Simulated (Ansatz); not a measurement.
Planning a run of Ansatz 0.2.0 on TiO2 (Imma). The input:

```yaml
crystal:
  lattice:
    - [-2.97316, 3.287369, 3.287402]
    - [2.97316, -3.287369, 3.287402]
    - [2.97316, 3.287369, -3.287402]
  atoms:
    - { symbol: Ti, position: [0.504755, 0.754755, 0.75] }
    - { symbol: Ti, position: [0.495245, 0.245245, 0.25] }
    - { symbol: Ti, position: [0.0, 0.0, 0.5] }
    - { symbol: Ti, position: [0.0, 0.5, 0.0] }
    - { symbol: O, position: [0.304919, 0.30477, 0.499851] }
    - { symbol: O, position: [0.195484, 0.250383, 0.945101] }
    - { symbol: O, position: [0.304919, 0.805068, 0.000149] }
    - { symbol: O, position: [0.805282, 0.250383, 0.554899] }
    - { symbol: O, position: [0.194718, 0.749617, 0.445101] }
    - { symbol: O, position: [0.804516, 0.749617, 0.054899] }
    - { symbol: O, position: [0.695081, 0.194932, 0.999851] }
    - { symbol: O, position: [0.695081, 0.69523, 0.500149] }
kpoints:
  mp_grid: { grid: [4, 4, 4] }
hamiltonian:
  xc: lda
  pseudopotentials: { kind: nc }
scf:
  occupations: { method: fixed }
gw:
  n_empty_bands: 291
  ecut_chi: 100
  qp_bands: [v4, c4]
  qp_kpoints: band_edges
  screening: { model: contour_deformation }
```

```sh
ansatz run input.yaml --threads 2 --pin off --max-ram 92160MiB --backend cuda --events-out ev --progress --plain --runs-dir out --devices 1 --max-vram 13GiB
```

**Question.** Estimate wall time and host memory on 1 × NVIDIA H100 80GB HBM3 (shared by 6 runs) with 2 threads of AMD EPYC 7R13 (Zen 3), shared host.

It took 87 s; on shared hardware allow 43 s to 2.9 min. Peak host memory was 2.7 GiB. The sizes that set the cost: 11309 plane waves a state, 18 irreducible k points, 339 bands summed, 297 plane waves in the screening and 10 SCF cycles.

The screening grows as filled bands × empty bands × pairs of k points, times the square of the screening basis for the matrix.

[Paths, hosts, dates, memory and timing lines, banners, echoed tables and standing remarks are left out of the program output.]

[Logs are printed without paths, hosts, clocks, repeated set-up lines and the standing remarks that a program may print on its own settings, such as how far it seeks lower states.]

[Runs of the session that timed out or met a known fault of the program may be left out.]

[Cells called generated may have been cut or substituted from an entry of the Crystallography Open Database or the Materials Project.]

[Hosts, paths, dates, database ids (printed as entryN), source tags and the programs' standing remarks are cut or masked in the printed files.]
